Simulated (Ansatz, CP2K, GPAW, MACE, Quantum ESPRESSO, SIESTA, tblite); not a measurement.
# Generalised stacking fault on (110) of a LiCl-LiBr solid solution (56 atoms) in tblite

How near does tblite come to plane waves for generalised stacking fault on (110) of a LiCl-LiBr solid solution (56 atoms)?

Calculated with tblite 0.8.0; the method is named at each step.

**1. The starting structure**

The cell holds 56 atoms: 28 Li, 10 Br and 18 Cl. Cell: a = 7.448 Å, b = 5.266 Å, c = 26.488 Å, α = 90.0°, β = 82.6°, γ = 90.0°. Rock-salt LiCl lattice (a = 5.2663 Å, the value set for the mixture), cell with z along [110], 2 x 1 x 7 periods; the third cell vector is tilted by 0.917 of 1/2[1-10] and lengthened by 0.2 Å, so the cell holds one fault; displaced by a Gaussian of 0.01 Å; 10 of 28 Cl sites given to Br at random (lattice constant by Vegard's rule between LiCl and LiBr). Then every atom was moved at random, 0.02 Å r.m.s. a Cartesian component. The structure's axis is c.

The yardstick, on the same geometry:

- method: Kohn-Sham DFT, PBE, SSSP efficiency 1.3.0 pseudopotentials, plane waves (Quantum ESPRESSO 7.5); sssp-pbe-1.3.0-efficiency, cutoffs 45/360 Ry, Γ point
- r.m.s. force component: 0.11 eV/Å
- longest force: 0.3554 eV/Å
- pressure: -0.292 GPa
- gap (highest filled to lowest empty level): 5.457 eV
- time: 4 min on 2 MPI ranks of Arm Neoverse V1, shared host
- CPU time: 7.9 min

**2. GFN1-xTB**

Method: GFN1-xTB tight binding, diagonalisation.

Contents of run.py:

```python
import numpy as np
from ase.io import read
from tblite.ase import TBLite

atoms = read("structure.xyz")
atoms.calc = TBLite(method="GFN1-xTB", electronic_temperature=580, accuracy=1.0, max_iterations=250, mixer_damping=0.1, verbosity=1)
energy = atoms.get_potential_energy()
forces = atoms.get_forces()
print(f"energy {energy:.6f} eV")
print("forces (eV/A)")
for i, (a, f) in enumerate(zip(atoms, forces)):
    print(f"{i:4d} {a.symbol:2s} {f[0]:10.5f} {f[1]:10.5f} {f[2]:10.5f}")
stress = -atoms.get_stress(voigt=False) * 160.21766
print("stress (GPa, compression positive)")
for row in stress:
    print(" ".join(f"{x:10.4f}" for x in row))
print("charges (e)")
print(np.array2string(atoms.get_charges(), precision=4, suppress_small=True, max_line_width=110, threshold=100000))
```

Contents of structure.xyz:

```xyz
56
Lattice="7.44767 0.00000 0.00000 0.00000 5.26630 0.00000 3.41349 0.00000 26.26686" Properties=species:S:1:pos:R:3 pbc="T T T"
Li 7.48600 5.24223 26.04202
Br 5.57132 0.01943 1.82949
Li 7.48243 0.00469 3.73357
Cl 5.56639 5.25582 5.61979
Li 7.47101 5.25919 7.42590
Cl 5.60328 5.25487 9.30792
Li 7.44874 0.03239 11.16473
Cl 5.57336 0.05387 13.05043
Li 7.50168 5.23160 14.89436
Cl 5.59531 5.26198 16.77822
Li 7.46094 5.24539 18.60403
Cl 5.59390 0.01401 20.49367
Li 7.39760 0.04518 22.33524
Cl 5.64956 0.00137 24.19493
Li 3.73712 0.03723 26.11005
Br 1.89282 0.02659 1.87572
Li 3.71302 0.00506 3.72385
Cl 1.87798 0.01238 5.58407
Li 3.72417 5.25334 7.46951
Br 1.85521 5.22828 9.27562
Li 3.70819 5.26040 11.18574
Cl 1.84556 5.22923 13.02101
Li 3.70818 0.00479 14.89016
Cl 9.33147 5.23439 16.74644
Li 3.73672 0.00311 18.59536
Cl 9.31466 5.24839 20.45111
Li 3.65242 0.03707 22.32342
Cl 9.27525 5.21890 24.18994
Li 1.87113 2.67965 1.81425
Cl 7.46262 2.63110 3.69864
Li 1.82307 2.64505 5.55702
Cl 7.44557 2.65764 7.46163
Li 1.84997 2.61488 9.34128
Br 7.44099 2.61098 11.18706
Li 1.86282 2.62888 13.03178
Cl 7.48098 2.60735 14.88753
Li 9.31807 2.63852 16.72989
Cl 7.44843 2.68771 18.60009
Li 9.30922 2.61714 20.44481
Cl 7.42358 2.65021 22.32709
Li 9.30636 2.62004 24.18574
Cl 7.40936 2.62967 26.01102
Li 5.62454 2.59286 1.84525
Br 3.75713 2.61746 3.71597
Li 5.56135 2.61208 5.54835
Br 3.72653 2.65764 7.44981
Li 5.57669 2.59018 9.28954
Br 3.67479 2.68165 11.16368
Li 5.57240 2.66306 13.00577
Cl 3.69825 2.62583 14.89567
Li 5.53901 2.65221 16.74617
Br 3.72981 2.63225 18.63844
Li 5.59889 2.60139 20.45532
Br 3.70610 2.65664 22.31238
Li 5.59074 2.58970 24.20255
Br 3.73879 2.62736 26.04779
```

Command:

```
> OMP_NUM_THREADS=1 python run.py > output.txt
```

Output:

```text
------------------------------------------------------------
  cycle        total energy    energy error   density error
------------------------------------------------------------
      1     -128.8624299509  -1.2864114E+02   5.5652588E-01
      2     -129.0113545635  -1.4892461E-01   4.9885630E-01
      3     -127.8377196966   1.1736349E+00   2.0000343E-01
      4     -110.9742909503   1.6863429E+01   5.6114492E-01
      5     -128.5110407238  -1.7536750E+01   8.9768019E-02
      6     -129.1187147262  -6.0767400E-01   4.0697823E-02
      7     -129.1180990203   6.1570585E-04   4.3949090E-02
      8     -129.1543909211  -3.6291901E-02   3.0536019E-02
      9     -129.1509728396   3.4180815E-03   2.9073722E-02
     10     -129.1658854259  -1.4912586E-02   1.9150145E-02
     11     -129.1714314407  -5.5460148E-03   1.5661736E-02
     12     -129.1764252144  -4.9937737E-03   1.2978575E-02
     13     -129.1784533088  -2.0280944E-03   1.1495989E-02
     14     -129.1806624302  -2.2091213E-03   1.0109860E-02
     15     -129.1838382959  -3.1758658E-03   6.8655566E-03
     16     -129.1854475953  -1.6092994E-03   4.6862869E-03
     17     -129.1865388924  -1.0912971E-03   2.0819345E-03
     18     -129.1868183055  -2.7941318E-04   3.6950318E-04
     19     -129.1868292270  -1.0921456E-05   1.2702434E-04
     20     -129.1868261665   3.0605236E-06   2.8276801E-04
     21     -129.1868293387  -3.1721783E-06   8.7503548E-05
     22     -129.1868298832  -5.4452647E-07   2.2341071E-05
     23     -129.1868298742   9.0273033E-09   2.6999052E-05
     24     -129.1868299185  -4.4327720E-08   1.2176910E-05
------------------------------------------------------------
 total:                                   3.304 sec
energy -3515.352698 eV
forces (eV/A)
   0 Li   -0.15380    0.00489   -0.26134
   1 Br    0.35308   -0.15895   -0.07275
   2 Li   -0.07424   -0.00409    0.11465
   3 Cl    0.21363    0.02431   -0.04485
   4 Li   -0.16414    0.01283   -0.07931
   5 Cl   -0.00814    0.03478   -0.02322
   6 Li   -0.12485   -0.11564    0.11093
   7 Cl   -0.01601   -0.10830    0.07430
   8 Li   -0.06244    0.02480    0.03753
   9 Cl    0.03580    0.02338   -0.13841
  10 Li   -0.01485    0.04051    0.01604
  11 Cl    0.11003   -0.00806   -0.05627
  12 Li    0.04007   -0.05800   -0.02576
  13 Cl   -0.06877    0.00035    0.03889
  14 Li   -0.07777   -0.09476   -0.23598
  15 Br   -0.03845   -0.03300   -0.14597
  16 Li    0.07572   -0.04016    0.15511
  17 Cl   -0.22450   -0.01201   -0.04842
  18 Li    0.14461    0.06921   -0.12596
  19 Br   -0.09089    0.16712    0.04097
  20 Li    0.08896    0.09603    0.08179
  21 Cl    0.03161    0.08008    0.21148
  22 Li    0.02031   -0.00191    0.02267
  23 Cl   -0.08848    0.07326   -0.10045
[...]
48 Li   -0.00293   -0.00266    0.25191
  49 Cl    0.07676    0.01854   -0.02432
  50 Li    0.20765   -0.02212   -0.06974
  51 Br   -0.01250   -0.02014   -0.27454
  52 Li    0.24920    0.05011    0.06909
  53 Br   -0.01840   -0.04139    0.09635
  54 Li    0.27440    0.05091   -0.07107
  55 Br   -0.27261    0.08765    0.12710
stress (GPa, compression positive)
   -0.5246    -0.0222     0.0750
   -0.0222    -1.2527     0.0033
    0.0750     0.0033    -3.3186
charges (e)
[ 0.3408 -0.1682  0.3341 -0.42    0.3751 -0.4528  0.2924 -0.4178  0.4079 -0.4083  0.4044 -0.4209  0.4089
 -0.4193  0.2528 -0.1702  0.2564 -0.4243  0.2973 -0.1618  0.2912 -0.4232  0.4067 -0.4047  0.3284 -0.4191
  0.3293 -0.415   0.2394 -0.435   0.3442 -0.4337  0.2209 -0.1601  0.3335 -0.4019  0.3686 -0.42    0.3346
 -0.4175  0.337  -0.4506  0.2538 -0.1546  0.339  -0.1554  0.3009 -0.1659  0.3324 -0.4056  0.3676 -0.146
  0.3371 -0.1494  0.3409 -0.1541]
```

The job ended after 4 s (1 thread of Arm Neoverse V1, shared host; peak memory 0.11 GiB).

Banners, paths, timers and routine set-up lines are dropped from the logs unmarked, and long logs keep their key lines alone; longer cuts are marked.

Numbers from this run, and their distance from the reference:

| Property | Result |
| --- | --- |
| r.m.s. force component | 0.1166 eV/Å |
| r.m.s. difference of force components | 50.89 meV/Å |
| longest difference of force vectors | 224 meV/Å |
| force difference over r.m.s. force | 46.26 % |
| slope of forces against the reference's | 0.9544 |
| correlation of force components | 0.9007 |
| pressure | -1.699 GPa |
| pressure difference | -1.407 GPa |

Length of the force difference by element (eV/Å):

```
element  atoms   mean   most
     Br     10   0.11   0.22
     Cl     18   0.10   0.19
     Li     28  0.035  0.071
```

The surroundings of Li33, whose charge lies farthest from its element's mean, nearest first, numbered as they follow in the input and with coordinates relative to it.

```csv
atom,x,y,z,distance (Å),bonds,Mulliken charge (e),Fx,Fy,Fz (eV/Å)
Li33,0.00,0.00,0.00,0.00,6,0.22,-0.131,-0.024,-0.205
Br48,1.82,0.07,1.82,2.58,6,-0.17,0.317,-0.189,0.258
Br20,0.01,2.61,-0.07,2.61,6,-0.16,-0.091,0.167,0.041
Br34,-1.86,0.00,1.85,2.62,6,-0.16,-0.194,0.102,0.042
Cl32,-1.85,0.04,-1.88,2.64,6,-0.43,-0.042,-0.085,-0.234
Br20,0.01,-2.65,-0.07,2.65,6,-0.16,-0.091,0.167,0.041
Br46,1.88,0.04,-1.89,2.66,6,-0.16,0.058,-0.149,-0.139
Li7,-1.85,-2.58,1.82,3.66,6,0.29,-0.125,-0.116,0.111
Li35,0.01,0.01,3.69,3.69,6,0.33,-0.036,-0.024,0.242
```

Atoms are counted from 1 here, from 0 in the log.

Forces lie 46 % from the reference's, at 0.0084 times its CPU time (on 1 against 2 cores).

**3. What came out**

| Item | Value |
| --- | --- |
| force difference from the reference | tblite GFN1-xTB, 46 % |
| its CPU time | 4 s |

In words: Tight binding differs by 46 % (tblite GFN1-xTB); it is another model, with fitted parameters of its own, and the xTB methods hold dispersion. One electronic-structure run takes under half the reference's CPU time: tblite GFN1-xTB, at 46 % in 4 s against 7.9 min. Periodic xTB results under one method name differ between programs and library versions. The reference's pressure holds the uncorrected Pulay stress of its 45 Ry basis, so small pressure differences, and their order, may be the reference's own error. The cell is under 6 Å thick along one periodic direction, so every atom has periodic images of itself close by, which move with it and show among its neighbours and in g(r). The reference's stress is far from hydrostatic: its diagonal is 3.0, -3.0, -0.8 GPa, compression counted positive. The host structure and its lattice constant were typed by rule, without a check against the phase diagram. The electronic-structure runs sample only Γ, in a cell whose shortest periodic width is 5 Å.

[Also dropped from logs without a mark: logging warnings of Python, and SIESTA's first energy breakdown and zero terms.]

[Logs are printed without paths, hosts, clocks, repeated set-up lines and the standing remarks that a program may print on its own settings, such as how far it seeks lower states.]

[Hosts, paths, dates, database ids (printed as entryN), source tags and the programs' standing remarks are cut or masked in the printed files.]
